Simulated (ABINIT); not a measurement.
# A GW chain in ABINIT: CdS (Greenockite), part 2 of 3

Aim: the G0W0 gap of CdS (Greenockite) on PBE, step by step.

ABINIT 10.8.3; PBE and many-body steps on it, plane waves. Known limits of the many-body steps: short of the basis limit; no spin-orbit coupling; coarse k mesh.

So far. Step 2 (Ground state): The gap is direct, at Γ.

The database entry behind the starting cell differs from other determinations, so it need not match the best structure at room temperature.

### Step 3. Bands along the symmetry lines

Level of this step: DFT, PBE, plane waves, norm-conserving pseudopotentials (ABINIT).

The cheap functional maps the bands first; the places of the edges decide which points the dearer methods must see.

Contents of run.abi:

```
acell 3*1.0 Angstrom
rprim 
  4.137000000025 -0.000000000006 0.000000000000
  -2.068500000008 3.582747095481 0.000000000000
  0.000000000000 0.000000000000 6.714400000000
ntypat 2
znucl 48 16
natom 4
typat 1 1 2 2
xred 
  0.666666666667 0.333333333333 0.000000000000
  0.333333333333 0.666666666667 0.500000000000
  0.666666666667 0.333333333333 0.375000000000
  0.333333333333 0.666666666667 0.875000000000
pp_dirpath "pseudos"
pseudos "Cd.upf, S.upf"
ecut 47
iscf -2
irdden 1
kptopt 0
nkpt 39
kpt 
  0.00000000 0.00000000 0.00000000
  0.12500000 0.00000000 0.00000000
  0.25000000 0.00000000 0.00000000
  0.37500000 0.00000000 0.00000000
  0.50000000 0.00000000 0.00000000
  0.45833333 0.08333333 0.00000000
  0.41666666 0.16666666 0.00000000
  0.37500000 0.25000000 0.00000000
  0.33333333 0.33333333 0.00000000
  0.25000000 0.25000000 0.00000000
  0.16666666 0.16666666 0.00000000
  0.08333333 0.08333333 0.00000000
  0.00000000 0.00000000 0.00000000
  0.00000000 0.00000000 0.12500000
  0.00000000 0.00000000 0.25000000
  0.00000000 0.00000000 0.37500000
  0.00000000 0.00000000 0.50000000
  0.12500000 0.00000000 0.50000000
  0.25000000 0.00000000 0.50000000
  0.37500000 0.00000000 0.50000000
  0.50000000 0.00000000 0.50000000
  0.45833333 0.08333333 0.50000000
  0.41666666 0.16666666 0.50000000
  0.37500000 0.25000000 0.50000000
  0.33333333 0.33333333 0.50000000
  0.25000000 0.25000000 0.50000000
  0.16666666 0.16666666 0.50000000
  0.08333333 0.08333333 0.50000000
  0.00000000 0.00000000 0.50000000
  0.50000000 0.00000000 0.50000000
  0.50000000 0.00000000 0.37500000
  0.50000000 0.00000000 0.25000000
  0.50000000 0.00000000 0.12500000
  0.50000000 0.00000000 0.00000000
  0.33333333 0.33333333 0.50000000
  0.33333333 0.33333333 0.37500000
  0.33333333 0.33333333 0.25000000
  0.33333333 0.33333333 0.12500000
  0.33333333 0.33333333 0.00000000
istwfk *1
nband 33
nbdbuf 2
tolwfr 1e-08
nstep 40
prtwf 0
prtvol 0
indata_prefix "in"
outdata_prefix "out"
tmpdata_prefix "tmp"
```

Run with:

```console
$ OMP_NUM_THREADS=1 mpirun -n 4 abinit run.abi > log
```

Output:

```text
.Version 10.8.3 of ABINIT. v10.8.2 released Aug 2026.

 Symmetries : space group P6_3 m c (#186); Bravais hP (primitive hexag.)
[... echo of the input left out ...]
== DATASET  1 ==================================================================
-   mpi_nproc: 4, omp_nthreads: 1 (-1 if OMP is not activated)

--- !DatasetInfo
iteration_state: {dtset: 1, }
dimensions: {natom: 4, nkpt: 39, mband: 33, nsppol: 1, nspinor: 1, nspden: 1, mpw: 10376, }
cutoff_energies: {ecut:  47.0, pawecutdg:  -1.0, }
electrons: {nelect:   5.20000000E+01, charge:   0.00000000E+00, occopt:   1.00000000E+00, tsmear:   1.00000000E-02, }

 Real(R)+Recip(G) space primitive vectors, cartesian coordinates (Bohr,Bohr^-1):
 R(1)=  7.8177970  0.0000000  0.0000000  G(1)=  0.1279133  0.0738508  0.0000000
 R(2)= -3.9088985  6.7704108  0.0000000  G(2)=  0.0000000  0.1477015  0.0000000
 R(3)=  0.0000000  0.0000000 12.6883771  G(3)=  0.0000000  0.0000000  0.0788123
 Unit cell volume ucvol=  6.7159196E+02 bohr^3
 Angles (23,13,12)=  9.00000000E+01  9.00000000E+01  1.20000000E+02 degrees

 getcut: wavevector=  0.0000  0.0000  0.0000  ngfft=  50  50  80
         ecut(hartree)=     47.000   => boxcut(ratio)=   2.04301

--- Pseudopotential description ------------------------------------------------
- Cd Generated using ONCVPSP code by D. R. Hamann
- 48.00000  20.00000  171031                  znucl, zion, pspdat
12 -101130 2 -1 1368                          pspcod,pspxc,lmax,lloc,mmax
     nproj     2     2     2
  pspatm : epsatm=   23.16453630
         --- l  ekb(1:nproj) -->
             0   51.917189    3.534234
             1    8.636196    1.282240
             2    0.687672   -0.678465
 pspatm: atomic psp has been read  and splines computed

- S Generated using ONCVPSP code by D. R. Hamann
- 16.00000   6.00000  171031                  znucl, zion, pspdat
12 -101130 2 -1 1146                          pspcod,pspxc,lmax,lloc,mmax
     nproj     2     2     2
  pspatm : epsatm=    9.01821529
         --- l  ekb(1:nproj) -->
[...]
pspatm: atomic psp has been read  and splines computed

--------------------------------------------------------------------------------

================================================================================
 prteigrs : about to open file out_EIG
 Non-SCF case, kpt    1 (  0.00000  0.00000  0.00000), residuals and eigenvalues=
  2.76E-09  3.45E-09  3.27E-09  9.44E-09  2.74E-09  8.90E-09  2.07E-09  3.15E-09
  2.14E-09  7.79E-09  2.32E-09  6.34E-09  8.18E-09  5.44E-09  4.62E-09  6.18E-09
  7.66E-09  5.01E-09  4.39E-09  9.15E-09  3.70E-09  2.57E-09  4.11E-09  6.80E-09
[...]
9.12E-05
 -3.5653E+00 -3.5653E+00 -2.1346E+00 -2.1345E+00 -2.1344E+00 -2.1344E+00
 -2.1344E+00 -2.1344E+00 -2.9322E-01 -2.7715E-01 -1.2388E-01 -1.2293E-01
 -1.2293E-01 -1.1972E-01 -1.1972E-01 -1.0812E-01 -1.0812E-01 -1.0475E-01
[...]
Non-SCF case, kpt    3 (  0.25000  0.00000  0.00000), residuals and eigenvalues=
[...]
1.46E-04
[...]
Non-SCF case, kpt   38 (  0.33333  0.33333  0.12500), residuals and eigenvalues=
[...]
Non-SCF case, kpt   39 (  0.33333  0.33333  0.00000), residuals and eigenvalues=
[...]
-8.6945E-02 -8.6945E-02  2.5072E-02  2.5072E-02  4.6733E-02  9.1870E-02
  9.1870E-02  1.0097E-01  3.3009E-01  3.4772E-01  3.4772E-01  4.2348E-01
[...]
--- !ResultsGS
iteration_state: {dtset: 1, }
comment   : Summary of ground state results
lattice_vectors:
- [  7.8177970,  -0.0000000,   0.0000000, ]
- [ -3.9088985,   6.7704108,   0.0000000, ]
- [  0.0000000,   0.0000000,  12.6883771, ]
lattice_lengths: [   7.81780,    7.81780,   12.68838, ]
lattice_angles: [ 90.000,  90.000, 120.000, ] # degrees, (23, 13, 12)
lattice_volume:   6.7159196E+02
convergence: {deltae:  0.000E+00, res2:  0.000E+00, residm:  9.997E-09, diffor:  0.000E+00, }
etotal    :  -3.72830038E+02
entropy   :   0.00000000E+00
fermie    :   1.60565230E-01
cartesian_stress_tensor: null
pressure_GPa: null
xred      :
- [  6.6667E-01,   3.3333E-01,   0.0000E+00, Cd]
- [  3.3333E-01,   6.6667E-01,   5.0000E-01, Cd]
- [  6.6667E-01,   3.3333E-01,   3.7500E-01,  S]
- [  3.3333E-01,   6.6667E-01,   8.7500E-01,  S]
cartesian_forces: null
force_length_stats: {min: null, max: null, mean: null, }

 Integrated electronic density in atomic spheres:
 ------------------------------------------------
 Atom  Sphere_radius  Integrated_density
[...]
================================================================================

 ----iterations are completed or convergence reached----

 Mean square residual over all n,k,spin=   50.320E-10; max=  99.968E-10
 reduced coordinates (array xred) for    4 atoms
[...]
0.666667      0.333333      0.375000
       0.333333      0.666667      0.875000

 cartesian coordinates (angstrom) at end:
    1      2.068500     1.194249     0.000000
    2      3e-12     2.388498     3.357200
    3      2.068500     1.194249     2.517900
    4      3e-12     2.388498     5.875100
 length scales=  1.889726  1.889726  1.889726 bohr
              =  1.000000  1.000000  1.000000 angstroms
 prteigrs : about to open file out_EIG
 Eigenvalues (hartree) for nkpt=  39  k points:
 kpt#   1, nband= 33, wtk=  1.00000, kpt=  0.0000  0.0000  0.0000 (reduced coord)
[...]
kpt#   2, nband= 33, wtk=  1.00000, kpt=  0.1250  0.0000  0.0000 (reduced coord)
[...]
kpt#   3, nband= 33, wtk=  1.00000, kpt=  0.2500  0.0000  0.0000 (reduced coord)
[...]
kpt#  38, nband= 33, wtk=  1.00000, kpt=  0.3333  0.3333  0.1250 (reduced coord)
[...]
0.49161
 kpt#  39, nband= 33, wtk=  1.00000, kpt=  0.3333  0.3333  0.0000 (reduced coord)
[...]
-0.10736   -0.10528   -0.08695   -0.08695    0.02507    0.02507    0.04673    0.09187
   0.09187    0.10097    0.33009    0.34772    0.34772    0.42348    0.43271    0.43271
   0.47932

== END DATASET(S) ==============================================================
================================================================================

 -outvars: echo values of variables after computation  --------
            nband          33
             nkpt          39
          spgroup         186
 [... the other variables as echoed above ...]

 Calculation completed.
```

The job ended after 98 s (4 MPI ranks of Arm Neoverse V1, shared host; peak memory 0.52 GiB; 6.5 min of CPU time).

Read from the output:

| Quantity | Value |
| --- | --- |
| gap | 1.198 eV |
| k of the valence top | 0, 0, 0 |
| k of the conduction bottom | 0, 0, 0 |
| least direct gap | 1.198 eV |

The gap is 1.198 eV, as in the run before at this level.

The electronic bands at the labelled points (eV, zero at the top of the highest filled band):

```
    point  band 23  band 24  band 25  band 26  band 27  band 28  band 29  band 30
        Γ    -0.77    -0.05     0.00     0.00     1.20     2.78     6.43     6.43
  halfway    -1.94    -1.37    -0.51    -0.37     2.98     3.99     5.48     6.39
        M    -2.67    -1.88    -1.31    -0.74     3.71     3.86     5.09     6.40
  halfway    -2.71    -2.19    -1.46    -1.20     4.32     4.68     4.91     6.45
        K    -3.10    -1.87    -1.87    -1.62     4.61     5.09     5.09     7.15
  halfway    -2.39    -1.67    -0.66    -0.63     3.40     4.52     5.54     5.78
        Γ    -0.77    -0.05     0.00     0.00     1.20     2.78     6.43     6.43
  halfway    -0.67    -0.67    -0.12    -0.12     2.09     2.85     6.28     6.50
        A    -0.40    -0.40    -0.40    -0.40     2.84     2.84     6.17     6.17
  halfway    -1.34    -1.34    -0.90    -0.90     3.81     3.81     5.40     5.40
        L    -1.34    -1.34    -1.34    -1.34     3.46     3.46     5.37     5.37
  halfway    -1.96    -1.96    -1.18    -1.18     4.00     4.00     5.70     5.70
        H    -2.42    -2.42    -1.13    -1.13     4.38     4.38     6.08     6.08
  halfway    -1.36    -1.36    -1.19    -1.19     4.14     4.14     5.40     5.40
        A    -0.40    -0.40    -0.40    -0.40     2.84     2.84     6.17     6.17
jump to L    -1.34    -1.34    -1.34    -1.34     3.46     3.46     5.37     5.37
  halfway    -2.16    -1.73    -1.13    -0.93     3.31     3.89     5.56     5.62
        M    -2.67    -1.88    -1.31    -0.74     3.71     3.86     5.09     6.40
jump to H    -2.42    -2.42    -1.13    -1.13     4.38     4.38     6.08     6.08
  halfway    -2.91    -1.88    -1.49    -1.49     4.78     4.78     5.06     6.73
        K    -3.10    -1.87    -1.87    -1.62     4.61     5.09     5.09     7.15
```

### Step 4. Empty states on the mesh, 3×3×2 mesh, 275 bands

The sums over transitions need many empty states on a uniform mesh; this step solves for them.

Contents of run.abi:

```
acell 3*1.0 Angstrom
rprim 
  4.137000000025 -0.000000000006 0.000000000000
  -2.068500000008 3.582747095481 0.000000000000
  0.000000000000 0.000000000000 6.714400000000
ntypat 2
znucl 48 16
natom 4
typat 1 1 2 2
xred 
  0.666666666667 0.333333333333 0.000000000000
  0.333333333333 0.666666666667 0.500000000000
  0.666666666667 0.333333333333 0.375000000000
  0.333333333333 0.666666666667 0.875000000000
pp_dirpath "pseudos"
pseudos "Cd.upf, S.upf"
ecut 47
ngkpt 3 3 2
nshiftk 1
shiftk 0 0 0
kptopt 1
chksymbreak 0
iscf -2
irdden 1
istwfk *1
nband 275
nbdbuf 24
tolwfr 1e-09
nstep 60
prtvol 0
indata_prefix "in"
outdata_prefix "out"
tmpdata_prefix "tmp"
```

Output:

```text
.Version 10.8.3 of ABINIT. v10.8.2 released Aug 2026.

 Symmetries : space group P6_3 m c (#186); Bravais hP (primitive hexag.)
[... echo of the input left out ...]
== DATASET  1 ==================================================================
-   mpi_nproc: 4, omp_nthreads: 1 (-1 if OMP is not activated)

--- !DatasetInfo
iteration_state: {dtset: 1, }
dimensions: {natom: 4, nkpt: 6, mband: 275, nsppol: 1, nspinor: 1, nspden: 1, mpw: 10374, }
cutoff_energies: {ecut:  47.0, pawecutdg:  -1.0, }
electrons: {nelect:   5.20000000E+01, charge:   0.00000000E+00, occopt:   1.00000000E+00, tsmear:   1.00000000E-02, }

 Real(R)+Recip(G) space primitive vectors, cartesian coordinates (Bohr,Bohr^-1):
 R(1)=  7.8177970  0.0000000  0.0000000  G(1)=  0.1279133  0.0738508  0.0000000
 R(2)= -3.9088985  6.7704108  0.0000000  G(2)=  0.0000000  0.1477015  0.0000000
 R(3)=  0.0000000  0.0000000 12.6883771  G(3)=  0.0000000  0.0000000  0.0788123
 Unit cell volume ucvol=  6.7159196E+02 bohr^3
 Angles (23,13,12)=  9.00000000E+01  9.00000000E+01  1.20000000E+02 degrees

 getcut: wavevector=  0.0000  0.0000  0.0000  ngfft=  50  50  80
         ecut(hartree)=     47.000   => boxcut(ratio)=   2.04301

--- Pseudopotential description ------------------------------------------------
- Cd Generated using ONCVPSP code by D. R. Hamann
- 48.00000  20.00000  171031                  znucl, zion, pspdat
12 -101130 2 -1 1368                          pspcod,pspxc,lmax,lloc,mmax
     nproj     2     2     2
  pspatm : epsatm=   23.16453630
         --- l  ekb(1:nproj) -->
             0   51.917189    3.534234
             1    8.636196    1.282240
             2    0.687672   -0.678465
 pspatm: atomic psp has been read  and splines computed

- S Generated using ONCVPSP code by D. R. Hamann
- 16.00000   6.00000  171031                  znucl, zion, pspdat
12 -101130 2 -1 1146                          pspcod,pspxc,lmax,lloc,mmax
     nproj     2     2     2
  pspatm : epsatm=    9.01821529
         --- l  ekb(1:nproj) -->
[...]
pspatm: atomic psp has been read  and splines computed

--------------------------------------------------------------------------------

================================================================================
 prteigrs : about to open file out_EIG
 Non-SCF case, kpt    1 (  0.00000  0.00000  0.00000), residuals and eigenvalues=
  8.62E-10  3.18E-10  3.26E-10  5.46E-10  6.75E-10  9.79E-10  3.66E-10  9.26E-10
  6.67E-10  7.92E-10  2.72E-10  2.51E-10  9.74E-10  2.34E-10  3.50E-10  1.65E-10
  1.41E-10  1.38E-10  4.43E-10  4.57E-10  6.94E-10  1.12E-10  6.45E-10  9.06E-11
[...]
-3.5653E+00 -3.5653E+00 -2.1346E+00 -2.1345E+00 -2.1344E+00 -2.1344E+00
 -2.1344E+00 -2.1344E+00 -2.9322E-01 -2.7715E-01 -1.2388E-01 -1.2293E-01
 -1.2293E-01 -1.1972E-01 -1.1972E-01 -1.0812E-01 -1.0812E-01 -1.0475E-01
[...]
3.5989E+00  3.6041E+00  3.6287E+00  3.6287E+00  3.6364E+00  3.6364E+00
  3.6513E+00  3.6640E+00  3.6678E+00  3.6678E+00  3.6921E+00  3.6923E+00
  3.7155E+00  3.7161E+00  3.7308E+00  3.7599E+00  3.7707E+00
 prteigrs : prtvol=0 or 1, do not print more k-points.

--- !ResultsGS
iteration_state: {dtset: 1, }
comment   : Summary of ground state results
lattice_vectors:
- [  7.8177970,  -0.0000000,   0.0000000, ]
- [ -3.9088985,   6.7704108,   0.0000000, ]
- [  0.0000000,   0.0000000,  12.6883771, ]
lattice_lengths: [   7.81780,    7.81780,   12.68838, ]
lattice_angles: [ 90.000,  90.000, 120.000, ] # degrees, (23, 13, 12)
lattice_volume:   6.7159196E+02
convergence: {deltae:  0.000E+00, res2:  0.000E+00, residm:  9.993E-10, diffor:  0.000E+00, }
etotal    :  -3.72830038E+02
entropy   :   0.00000000E+00
fermie    :   1.60565230E-01
cartesian_stress_tensor: null
pressure_GPa: null
xred      :
- [  6.6667E-01,   3.3333E-01,   0.0000E+00, Cd]
- [  3.3333E-01,   6.6667E-01,   5.0000E-01, Cd]
- [  6.6667E-01,   3.3333E-01,   3.7500E-01,  S]
- [  3.3333E-01,   6.6667E-01,   8.7500E-01,  S]
cartesian_forces: null
force_length_stats: {min: null, max: null, mean: null, }

 Integrated electronic density in atomic spheres:
 ------------------------------------------------
 Atom  Sphere_radius  Integrated_density
[...]
================================================================================

 ----iterations are completed or convergence reached----

 Mean square residual over all n,k,spin=   39.634E-11; max=  99.933E-11
 reduced coordinates (array xred) for    4 atoms
[...]
0.333333      0.666667      0.875000

 cartesian coordinates (angstrom) at end:
    1      2.068500     1.194249     0.000000
    2      3e-12     2.388498     3.357200
    3      2.068500     1.194249     2.517900
    4      3e-12     2.388498     5.875100
 length scales=  1.889726  1.889726  1.889726 bohr
              =  1.000000  1.000000  1.000000 angstroms
 prteigrs : about to open file out_EIG
 Eigenvalues (hartree) for nkpt=   6  k points:
 kpt#   1, nband=275, wtk=  0.05556, kpt=  0.0000  0.0000  0.0000 (reduced coord)
[...]
3.55789    3.58176    3.59887    3.60407    3.62872    3.62872    3.63640    3.63640
   3.65130    3.66402    3.66782    3.66783    3.69214    3.69225    3.71547    3.71615
   3.73077    3.75992    3.77070
 prteigrs : prtvol=0 or 1, do not print more k-points.

== END DATASET(S) ==============================================================
================================================================================

 -outvars: echo values of variables after computation  --------
            nband         275
             nkpt           6
          spgroup         186
 [... the other variables as echoed above ...]

 Calculation completed.
```

The job ended after 6.4 min (4 MPI ranks; peak memory 0.61 GiB; 26 min of CPU time).

This step gave:

```
gap                                                           : 1.198 eV
k of the valence top                                          : 0, 0, 0
k of the conduction bottom                                    : 0, 0, 0
least direct gap                                              : 1.198 eV
k points computed                                             : 6
lowest point of the top converged band, above the valence top : 91.1796 eV
```

On this mesh the gap is 1.198 eV.

### Step 5. Screening, 3×3×2 mesh, 251 bands, screening to 163.3 eV

The RPA dielectric matrix is built and inverted for each q.

This step: RPA screening on PBE, plane waves, norm-conserving pseudopotentials.

run.abi: that of step 4 with these lines changed.

```diff
@@ -22,10 +22,11 @@
 chksymbreak 0
-iscf -2
-irdden 1
 istwfk *1
-nband 275
-nbdbuf 24
-tolwfr 1e-09
-nstep 60
-prtvol 0
+occopt 1
+irdwfk 1
+optdriver 3
+nband 251
+ecuteps 6
+inclvkb 2
+awtr 1
+symchi 1
 indata_prefix "in"
```

Output:

```text
.Version 10.8.3 of ABINIT. v10.8.2 released Aug 2026.

 Symmetries : space group P6_3 m c (#186); Bravais hP (primitive hexag.)
[... echo of the input left out ...]
== DATASET  1 ==================================================================
-   mpi_nproc: 4, omp_nthreads: 1 (-1 if OMP is not activated)

--- !DatasetInfo
iteration_state: {dtset: 1, }
dimensions: {natom: 4, nkpt: 6, mband: 251, nsppol: 1, nspinor: 1, nspden: 1, mpw: 10374, }
cutoff_energies: {ecut:  47.0, pawecutdg:  -1.0, }
electrons: {nelect:   5.20000000E+01, charge:   0.00000000E+00, occopt:   1.00000000E+00, tsmear:   1.00000000E-02, }

 SCREENING: Calculation of the susceptibility and dielectric matrices

 Based on a program developped by R.W. Godby, V. Olevano, G. Onida, and L. Reining.
 Incorporated in ABINIT by V. Olevano, G.-M. Rignanese, and M. Torrent.
.Using double precision arithmetic ; gwpc =  8

[... cell and pseudopotentials left out ...]
--------------------------------------------------------------------------------

 ==== K-mesh for the wavefunctions ====
 Number of points in the irreducible wedge :     6
[... list of points left out ...]
 Together with 12 symmetry operations and time-reversal symmetry
 yields    18 points in the full Brillouin Zone.

 ==== Q-mesh for the screening function ====
 Number of points in the irreducible wedge :     6
[... list of points left out ...]
 Together with 12 symmetry operations and time-reversal symmetry
 yields    18 points in the full Brillouin Zone.

 setmesh: FFT mesh size selected  =    30x   30x   54
          total number of points  =        48600

 vcoul_init : cutoff-mode = AUXILIARY_FUNCTION
 q-points for optical limit:   1
     1)      0.000010    0.000020    0.000030

- screening: taking advantage of time-reversal symmetry
- Maximum band index for partially occupied states nbvw = 26
- Remaining bands to be divided among processors   nbcw = 225
- Number of bands treated by each node ~56

 Number of electrons calculated from density =   52.0000; Expected =   52.0000
 average of density, n =  0.077428
 r_s =    1.4555
 omega_plasma =   26.8414 [eV]

 calculating chi0 at frequencies [eV] :
  1    0.000000E+00    0.000000E+00
  2    0.000000E+00    2.684136E+01

--------------------------------------------------------------------------------
  q-point number  1        q = ( 0.000000, 0.000000, 0.000000) [r.l.u.]
--------------------------------------------------------------------------------
[... chi0 elements left out ...]
 For q-point:  0.000010 0.000020 0.000030
  dielectric constant =  13.5833
  dielectric constant without local fields =  14.3862

  Average fulfillment of the sum rule on Im[epsilon] for q-point    1 :     72.59  [%]
[... wings left out ...]
  q-point number  2        q = ( 0.333333, 0.000000, 0.000000) [r.l.u.]
--------------------------------------------------------------------------------
[... chi0 elements left out ...]
  Average fulfillment of the sum rule on Im[epsilon] for q-point    2 :     76.38  [%]

 [... 4 further q-points ...]
```

The job ended after 2.6 min (4 MPI ranks; peak memory 2.3 GiB; 10 min of CPU time).

Numbers from this step:

```
ε∞ with local fields, on this mesh    : 13.58
ε∞ without local fields, on this mesh : 14.39
plasma frequency                      : 26.84 eV
plane waves in the screening matrix   : 463
```

Local fields lower ε∞ by 6 %. On a Γ-centred mesh this coarse the value itself is usually too large, while a short band sum pulls it down.

(Part 2 of 3 ends here.)

[Long decimals in the printed logs are rounded to 6 places.]

[Logs are printed without paths, hosts, clocks, repeated set-up lines and the standing remarks that a program may print on its own settings, such as how far it seeks lower states.]

[Paths, hosts, dates, memory and timing lines, banners, echoed tables and standing remarks are left out of the program output; an Ansatz launch command may be rebuilt from the run's recorded settings. Measured values are a selection of at most five: reports struck by readers or far from the other reports are left out. None is set beside runs whose start may be inverted or whose files or cutoffs have a known fault.]

[Runs of the session that timed out or met a known fault of the program may be left out.]

[Hosts, paths, dates, database ids (printed as entryN), source tags and the programs' standing remarks are cut or masked in the printed files.]

[G0W0 gaps are taken among the corrected bands and points alone; a level outside them can change the order at an edge.]

[Where Ansatz stands beside ABINIT at settings called matched, ABINIT's density can come from a denser mesh and the files from another edition; pairs whose starting gaps differed by over 0.03 eV were left out, so agreement reads better than it is.]
